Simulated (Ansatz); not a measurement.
# LiHgBr3 (built on the sites of a database entry of CsHgF3): a soft mode frozen in, part 2 of 2

Wanted: the energy along a soft mode of LiHgBr3 (built on the sites of a database entry of CsHgF3) and the structure at the end.

Ansatz 0.2.0; DFT PBEsol, scalar-relativistic, plane waves, PAW.

So far, highest frequency on the path or at a solved wavevector (cm⁻¹): step 2 (the dispersion) 185. Also lowest frequency on the path (cm⁻¹): step 2 -170.

The structure was built from a prototype and need not be the compound's stable phase.

## (5) Energy along the mode, all amplitudes (two of the runs are shown above)

An imaginary frequency means negative curvature, so the energy should fall and then rise again as anharmonic terms take over.

Numbers from this step:

- depth at the lowest point sampled: 26.09 meV/atom
- largest atomic shift at that point: 0.6 Å

Energy from the parent against largest atomic shift:

| largest atomic shift (Å) | energy from the parent (meV/atom) |
| --- | --- |
| 0.000 | 0 |
| 0.040 | -0.125 |
| 0.080 | -0.501 |
| 0.140 | -1.53 |
| 0.220 | -3.76 |
| 0.320 | -7.86 |
| 0.450 | -15.2 |
| 0.600 | -26.1 |

Displacement at unit largest shift by atom:

| atom | x (Å) | y (Å) | z (Å) | size |
| --- | --- | --- | --- | --- |
| Li1 | 0.00 | 1.00 | 0.00 | 1.00 |
| Li2 | 0.00 | -1.00 | 0.00 | 1.00 |
| Hg3 | 0.00 | 0.00 | 0.00 | 0.00 |
| Hg4 | 0.00 | 0.00 | 0.00 | 0.00 |
| Br5 | 0.00 | 0.00 | 0.06 | 0.06 |
| Br6 | 0.00 | 0.00 | -0.06 | 0.06 |
| Br7 | 0.00 | 0.00 | 0.00 | 0.00 |
| Br8 | 0.00 | 0.00 | 0.00 | 0.00 |
| Br9 | -0.06 | 0.00 | 0.00 | 0.06 |
| Br10 | 0.06 | 0.00 | 0.00 | 0.06 |

The lowest of the steps tried is the last one, at 0.6 Å, 26.1 meV/atom below the parent; the bottom of the well need not coincide with a step.

## (6) Relaxation from the frozen mode

Starting from the lowest point found, all atoms and the cell are let go, so that strain and other modes of the same symmetry can join in.

File input.yaml:

```yaml
crystal:
  lattice:
    - [5.4589240501, 5.4589240501, 0.0]
    - [5.4589240501, 0.0, 5.4589240501]
    - [5.4589240501, 0.0, -5.4589240501]
  atoms:
    - { symbol: Li, position: [0.1099117692, 0.4450441154, 0.4450441154] }
    - { symbol: Li, position: [-0.1099117692, 0.0549558846, 1.0549558846] }
    - { symbol: Hg, position: [0.5, 0.25, 0.75] }
    - { symbol: Hg, position: [0.5, 0.75, 0.25] }
    - { symbol: Br, position: [0.5, 0.0032617304, 0.4967382696] }
    - { symbol: Br, position: [0.5, 0.4967382696, 0.0032617304] }
    - { symbol: Br, position: [0.0, 0.0, 0.5] }
    - { symbol: Br, position: [0.0, 0.5, 0.0] }
    - { symbol: Br, position: [0.5, 0.4967382696, 0.4967382696] }
    - { symbol: Br, position: [0.5, 0.0032617304, 0.0032617304] }
kpoints:
  mp_grid: { grid: [8, 8, 8] }
hamiltonian:
  xc: pbesol
scf:
  occupations: { method: methfessel_paxton, width: 0.2 }
output:
  forces: true
  stress: true
  eigenvalues: true
relax:
  adjacent_minimum: "off"
  f_tol: 0.002
  max_steps: 120
  cell: { stress_tol: 0.03 }
```

Launch:

```bash
$ ansatz run input.yaml --threads 8 --pin off --max-ram 14336MiB --backend cpu --events-out ev --progress --plain --runs-dir out
```

Numbers of over 12 decimals in the logs are rounded to 6 here.

What it wrote:

```text
[...]
Crystal: 10 atoms, lattice volume = 325.350 Å³
Basis set: ecut = 420 eV, 6375 PW (Γ), exchange–correlation on 108×108×108 points (8 copies of the dense FFT grid, shifted against one another)
Bands: 54, of which v1, the nominal top of the filled ones, is band 44 counted from 1 (43 counted from 0)
Symmetry: 16 space group operations
[...]
k-points: 59 of 512
[...]
SCF iter   1: F=—  HF=-44166.882772 eV  |F-HF|=—  |Δ(HF+E_count)|=         —  Δρ=1.99e-3  dr2=1.64e-2  ethr=1.77e-3  ⟨swp⟩=9.1  Hψ=14962  notcnv=0
[...]
SCF iter   7: F=-44166.884886 eV  HF=-44166.884886 eV  |F-HF|=3.03e-8  |Δ(HF+E_count)|=   1.07e-7  S|Δr|=    0.00e0  Δρ=2.78e-6  dr2=3.54e-8  ethr=1.14e-10  ⟨swp⟩=11.8  Hψ=16620  notcnv=0
SCF 1 converged in 7 iterations: F = -44166.884886 eV  dr2 = 3.54e-8
[...]
relax step   1: F+E_penalty+E_count = -44166.88488638 eV  Δ(F+E_penalty+E_count) = +0.000e0 eV  max|allowed force component| = 3.642e-1 eV/Å  Δτ_max = 0.0000 Å  P = +0.051 GPa  Ω = 325.350 Å³  (7 SCF iters, dr2 threshold 1.00e-7 eV, accepted)
Crystal: 10 atoms, lattice volume = 328.941 Å³
[...]
SCF iter   6: F=-44167.213994 eV  HF=-44167.213993 eV  |F-HF|=2.56e-7  |Δ(HF+E_count)|=   3.14e-6  S|Δr|=    0.00e0  Δρ=5.00e-6  dr2=9.97e-8  ethr=1.14e-9  ⟨swp⟩=9.8  Hψ=14606  notcnv=0
SCF 2 converged in 6 iterations: F = -44167.213994 eV  dr2 = 9.97e-8
[...]
relax step   2: F+E_penalty+E_count = -44167.21399357 eV  Δ(F+E_penalty+E_count) = -3.291e-1 eV  max|allowed force component| = 5.254e-1 eV/Å  Δτ_max = 0.1947 Å  P = -0.151 GPa  Ω = 328.941 Å³  energy of the carried Pulay correction = -3.428e-4 eV  (6 SCF iters, dr2 threshold 1.00e-6 eV, accepted)
Crystal: 10 atoms, lattice volume = 330.455 Å³
Basis set: ecut = 420 eV, 6423 PW (Γ), exchange–correlation on 108×108×108 points (8 copies of the dense FFT grid, shifted against one another)
[...]
SCF iter   6: F=-44167.475296 eV  HF=-44167.475296 eV  |F-HF|=9.06e-8  |Δ(HF+E_count)|=   2.29e-6  S|Δr|=    0.00e0  Δρ=4.20e-6  dr2=8.57e-8  ethr=1.14e-9  ⟨swp⟩=9.8  Hψ=14573  notcnv=0
SCF 3 converged in 6 iterations: F = -44167.475296 eV  dr2 = 8.57e-8
relax step   3: F+E_penalty+E_count = -44167.47529626 eV  Δ(F+E_penalty+E_count) = -2.613e-1 eV  max|allowed force component| = 5.170e-1 eV/Å  Δτ_max = 0.1998 Å  P = -0.127 GPa  Ω = 330.455 Å³  energy of the carried Pulay correction = -4.862e-4 eV  (6 SCF iters, dr2 threshold 1.00e-6 eV, accepted)
[...]
relax step   4: F+E_penalty+E_count = -44167.70056724 eV  Δ(F+E_penalty+E_count) = -2.253e-1 eV  max|allowed force component| = 3.837e-1 eV/Å  Δτ_max = 0.1904 Å  P = +0.223 GPa  Ω = 329.708 Å³  energy of the carried Pulay correction = -4.155e-4 eV  (7 SCF iters, dr2 threshold 1.00e-6 eV, accepted)
[...]
relax step   5: F+E_penalty+E_count = -44167.81091373 eV  Δ(F+E_penalty+E_count) = -1.103e-1 eV  max|allowed force component| = 7.433e-2 eV/Å  Δτ_max = 0.1950 Å  P = -0.099 GPa  Ω = 337.041 Å³  energy of the carried Pulay correction = -1.102e-3 eV  (6 SCF iters, dr2 threshold 1.00e-6 eV, accepted)
[...]
relax step   6: F+E_penalty+E_count = -44167.78892333 eV  Δ(F+E_penalty+E_count) = +2.199e-2 eV  max|allowed force component| = 2.276e-1 eV/Å  Δτ_max = 0.0844 Å  P = +0.372 GPa  Ω = 336.040 Å³  energy of the carried Pulay correction = -1.009e-3 eV  (6 SCF iters, dr2 threshold 3.45e-7 eV, rejected (line search))
[...]
relax step   7: F+E_penalty+E_count = -44167.81611900 eV  Δ(F+E_penalty+E_count) = -5.205e-3 eV  max|allowed force component| = 1.716e-2 eV/Å  Δτ_max = 0.0296 Å  P = +0.008 GPa  Ω = 337.152 Å³  energy of the carried Pulay correction = -1.113e-3 eV  (9 SCF iters, accepted)
[...]
relax step   8: F+E_penalty+E_count = -44167.81635412 eV  Δ(F+E_penalty+E_count) = -2.351e-4 eV  max|allowed force component| = 2.083e-3 eV/Å  Δτ_max = 0.0068 Å  P = +0.003 GPa  Ω = 337.313 Å³  energy of the carried Pulay correction = -1.128e-3 eV  (6 SCF iters, dr2 threshold 1.84e-8 eV, accepted)
[...]
relax step   9: F+E_penalty+E_count = -44167.81635748 eV  Δ(F+E_penalty+E_count) = -3.363e-6 eV  max|allowed force component| = 3.059e-5 eV/Å  Δτ_max = 0.0004 Å  P = +0.000 GPa  Ω = 337.345 Å³  energy of the carried Pulay correction = -1.131e-3 eV  (5 SCF iters, dr2 threshold 2.71e-10 eV, accepted)
[...]
SCF iter   7: F=-44167.817377 eV  HF=-44167.817377 eV  |F-HF|=0.00e0  |Δ(HF+E_count)|=   5.14e-9  S|Δr|=    0.00e0  Δρ=5.35e-8  dr2=1.76e-11  ethr=1.00e-12  ⟨swp⟩=8.8  Hψ=14855  notcnv=0
SCF 10 converged in 7 iterations: F = -44167.817377 eV  dr2 = 1.76e-11
relax step  10: F+E_penalty+E_count = -44167.81737724 eV  Δ(F+E_penalty+E_count) = -1.020e-3 eV  max|allowed force component| = 6.000e-5 eV/Å  Δτ_max = 0.0000 Å  P = -0.002 GPa  Ω = 337.345 Å³  stress off target by 2.84e-3 GPa  SCF on the basis re-selected at this cell (its energy is not comparable with the rows above)  (7 SCF iters)
basis re-selected at this cell: Δ(F+E_penalty+E_count) = -1.020e-3 eV, ΔP = -0.003 GPa vs the last step (what re-selecting the basis moved, of the pressure what is left beyond the Pulay correction that the steps carried, after the strain that the cell walked since its last selection, with what the two solves' SCF thresholds leave and, on support functions, any second-order correction that the steps lacked; it is no m [...]
SCF converged after 7 iterations
[...]
Free energy (F): -44167.817377 eV
[...]
Internal energy: -44167.818349 eV  (E = F + TS)
E sigma→0 (E₀):  -44167.817620 eV
Entropy (-TS):   0.000971 eV (0.097 meV/atom)
Fermi energy:    2.189479 eV
[...]
--- Forces (eV/Å), atoms counted from 1 ---
  atom   1  Li    -0.00000000     0.00004333     0.00000000
  atom   2  Li     0.00000000    -0.00004333    -0.00000000
  atom   3  Hg     0.00000000    -0.00000000    -0.00000000
  atom   4  Hg     0.00000000    -0.00000000    -0.00000000
  atom   5  Br     0.00000000    -0.00000000    -0.00006000
  atom   6  Br    -0.00000000     0.00000000     0.00006000
  atom   7  Br     0.00000000     0.00000000     0.00000000
  atom   8  Br     0.00000000    -0.00000000    -0.00000000
  atom   9  Br     0.00006000     0.00000000     0.00000000
  atom  10  Br    -0.00006000    -0.00000000    -0.00000000
  max |Σ_I F_I| component: 3.47e-18 eV/Å
--- Stress (GPa, compression-positive) ---
       -0.002836      -0.000000       0.000000
       -0.000000      -0.001813      -0.000000
        0.000000      -0.000000      -0.002836
  P = ⅓ Tr σ = -0.0025 GPa (-0.025 kbar)
--- Band table (eV; the first three rows and the last of 59) ---
  k-point 0: bands = [... 40 lower, 1.3671, 1.5889, 1.5889, 2.1394, 2.1659, 5.9794, 6.6411, 6.8331, ... 6 higher]
  k-point 1: bands = [... 40 lower, 1.5329, 1.5560, 1.5961, 2.0191, 2.0745, 6.0719, 6.1678, 6.8777, ... 6 higher]
  k-point 2: bands = [... 40 lower, 1.3592, 1.4716, 1.7724, 1.7852, 2.3450, 5.4754, 6.3336, 7.0025, ... 6 higher]
  k-point 58: bands = [... 40 lower, 1.1524, 1.1524, 1.3629, 2.1307, 4.9519, 4.9751, 6.9148, 7.4949, ... 6 higher]
--- Relaxed structure (9 steps of the walk, 8 accepted, 1 SCFs on fresh bases) ---
  F+E_penalty+E_count = -44167.81737724 eV   max|allowed force component| = 6.000e-5 eV/Å   (the final SCF, on the basis selected at the relaxed cell)
  cell:  # Å, volume = 337.3452 Å³
    - [5.568777, 5.439073, 0]
    - [5.568777, 0, 5.568777]
    - [5.568777, 0, -5.568777]
  atoms:
    - { symbol: Li, position: [0.257027, 0.371486, 0.371486] }
    - { symbol: Li, position: [-0.257027, 0.128514, 1.128514] }
    - { symbol: Hg, position: [0.500000, 0.250000, 0.750000] }
    - { symbol: Hg, position: [0.500000, 0.750000, 0.250000] }
    - { symbol: Br, position: [0.500000, 0.032718, 0.467282] }
    - { symbol: Br, position: [0.500000, 0.467282, 0.032718] }
    - { symbol: Br, position: [2.5422203497336136e-19, 0.0, 0.500000] }
    - { symbol: Br, position: [2.5422203497336136e-19, 0.500000, 0.0] }
    - { symbol: Br, position: [0.500000, 0.467282, 0.467282] }
    - { symbol: Br, position: [0.500000, 0.032718, 0.032718] }
```

It took 71 s on 8 threads of Arm Neoverse V2, shared host; peak memory 1.6 GiB.

Relaxation path:

| step | energy less that of the first step (eV) | largest force component (eV/Å) | pressure (GPa) | volume (Å³) |
| --- | --- | --- | --- | --- |
| 1 | 0.0000 | 0.3642 | 0.05 | 325.35 |
| 2 | -0.3291 | 0.5254 | -0.15 | 328.94 |
| 3 | -0.5904 | 0.5170 | -0.13 | 330.46 |
| 4 | -0.8157 | 0.3837 | 0.22 | 329.71 |
| 5 | -0.9260 | 0.0743 | -0.10 | 337.04 |
| 6 | -0.9040 | 0.2276 | 0.37 | 336.04 |
| 7 | -0.9312 | 0.0172 | 0.01 | 337.15 |
| 8 | -0.9315 | 0.0021 | 0.00 | 337.31 |
| 9 | -0.9315 | 0.0000 | 0.00 | 337.35 |
| 10* | -0.9325 | 0.0001 | 0.00 | 337.35 |

Relaxation steps marked * repeat the geometry before them on a plane-wave basis chosen anew for their cell, so energy and pressure can jump there. Relaxation step 6 was tried and not accepted.

The run keeps the 16 symmetry operations that it works with, so distortions that break them were not tested.

| conventional cell, symmetrised | before | after | change |
| --- | --- | --- | --- |
| a (Å) | 7.720 | 7.875 | +2.0 % |
| b (Å) | 7.720 | 7.875 | +2.0 % |
| c (Å) | 10.918 | 10.878 | -0.4 % |
| volume (Å³/atom) | 32.54 | 33.73 | +3.7 % |

The atoms that moved most (Å, as changes of fractional coordinates times the final cell):

| atom | dx | dy | dz | length |
| --- | --- | --- | --- | --- |
| Li2 | 0.000 | -0.800 | 0.000 | 0.800 |
| Li1 | 0.000 | 0.800 | 0.000 | 0.800 |
| Br9 | -0.328 | 0.000 | 0.000 | 0.328 |
| Br6 | 0.000 | 0.000 | -0.328 | 0.328 |
| Br5 | 0.000 | 0.000 | 0.328 | 0.328 |
| Br10 | 0.328 | 0.000 | 0.000 | 0.328 |

Final coordinates:

```xyz
10
Lattice="5.5688 5.4391 0.0000 5.5688 0.0000 5.5688 5.5688 0.0000 -5.5688" Properties=species:S:1:pos:R:3 pbc="T T T"
Li    5.5688    1.3980    0.0000
Li    5.5688   -1.3980   -5.5688
Hg    8.3532    2.7195   -2.7844
Hg    8.3532    2.7195    2.7844
Br    5.5688    2.7195   -2.4200
Br    5.5688    2.7195    2.4200
Br    2.7844    0.0000   -2.7844
Br    2.7844    0.0000    2.7844
Br    7.9888    2.7195    0.0000
Br    3.1488    2.7195    0.0000
```

Numbers from this step:

```yaml
pressure: -0.002495 GPa
volume_per_atom: 33.73 Å³
```

The distorted start has space group I4/mmm; the relaxation ends in I4/mmm.

## (7) Summary of results

* unstable mode of the parent: q = (-0.5, -0.5, -0.5), 168i cm⁻¹
* depth at the lowest point sampled: 26.1 meV/atom
* largest atomic shift at that point: 0.6 Å
* space group reached (within 0.01 Å): I4/mmm
* energy gained over the parent (first relaxation, on the mesh of the frozen mode): 120 meV/atom
* volume per atom, phase reached: 33.7 Å³

**Reading.** Along this mode the structure falls into I4/mmm, 120 meV/atom below the parent. At the parent's cell the well is 26.09 meV/atom deep on the steps tried, with its lowest point at a shift of 0.6 Å. That is the last step tried, so the steps alone don't bracket the bottom of the well. Relaxing atoms and cell changes the gain by +93.43 meV/atom against the lowest step (energies at zero smearing). Most of the total comes from this relaxation. The modes of the phase reached were not computed on this path. Of the 5 patterns followed to their end from this parent, this one ends 131 meV/atom above the lowest, Amm2. Each path keeps the symmetry of its pattern, so a lower phase may lie along a pattern not tried. With no gap, or one that is small against the smearing, the frequencies hang on the k mesh and the smearing, most of all near Kohn anomalies. Spin-orbit coupling is left out, which can matter for the heavy elements here. The starting cell was built on a prototype and not taken from a measurement, so the phase need not exist.

[Logs are printed without paths, hosts, clocks, repeated set-up lines and the standing remarks that a program may print on its own settings, such as how far it seeks lower states.]

[Hosts, paths, dates, database ids (printed as entryN), source tags and the programs' standing remarks are cut or masked in the printed files.]
